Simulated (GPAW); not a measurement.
# BaTiO3 (Pm-3m): refractive index against wavelength

The refractive index of BaTiO3 (Pm-3m) below the direct gap (1.91 eV on the mesh) is read from one computed spectrum, n = √(Re ε).

It takes space group Pm-3m (No. 221, cubic). The conventional cell has a = 4.006 Å, b = 4.006 Å, c = 4.006 Å, α = 90.00°, β = 90.00°, γ = 90.00°. Around Ba on site b lie 12 O at 2.83 Å. Ti on site a has 6 O at 2.00 Å as nearest neighbours. O on site d has 2 Ti at 2.00 Å as nearest neighbours.

Method: GPAW 26.7.0, PBE, RPA, k-mesh 8×8×8, local fields up to 70 eV, Lorentzian half width 0.12 eV.

Launch of the response step: `OMP_NUM_THREADS=1 python df.py`. The run took 2.1 min, its band step included, on 1 thread of Arm Neoverse V1, with other jobs on the host.

```
wavelength (nm)  photon energy E (eV)       n
           3000                 0.413  2.4725
           2000                 0.620  2.4831
           1550                 0.800  2.4963
           1310                 0.946  2.5102
           1064                 1.165       ?
```

In the single-oscillator model n² − 1 = E₀E_d/(E₀² − E²), so 1/(n² − 1) = E₀/E_d − E²/(E₀E_d) is linear in E².

Working, on the rows shown:

| x = E² (eV²) | y = 1/(n² − 1) |
| --- | --- |
| 0.170801 | 0.19557 |
| 0.384302 | 0.193581 |
| 0.639837 | 0.191149 |
| 0.895757 | 0.18864 |

Means: x̄ = 0.52267, ȳ = 0.19224. Σ(x − x̄)(y − ȳ) = -0.002828, Σ(x − x̄)² = 0.2959. Slope = -0.002828 / 0.2959 = -0.009559; intercept = ȳ − slope · x̄ = 0.19723. Turned back into n, the line misses the rows shown by at most 0.00019.

Q: Predict the last column of the withheld row from the fit.

A: At x = 1.3578 the line gives y = 0.18425, that is 2.5352. The run gave 2.5372, so the extrapolation is off by 0.002, 3 % of the range in the table.

Refitted with all rows, the slope is -0.009825 and the intercept 0.19735. These give E₀ = √(intercept/−slope) = 4.48 eV and E_d = E₀/intercept = 22.7 eV; E₀ is 2.3 times the direct gap. The electronic limit at long wavelengths, without lattice vibrations, is n = √(1 + 1/intercept) = 2.463. Excitons are left out; PBE gaps are as a rule too small. The values come from a sum over the points of one k-mesh and carry its error, which grows as the direct gap shrinks. This version of GPAW has incomplete matrix elements in the optical limit, which can lower ε − 1 by up to a tenth where first-row anions or d states rule. Spin-orbit coupling is left out.

[Logs are printed without paths, hosts, clocks, repeated set-up lines and the standing remarks that a program may print on its own settings, such as how far it seeks lower states.]
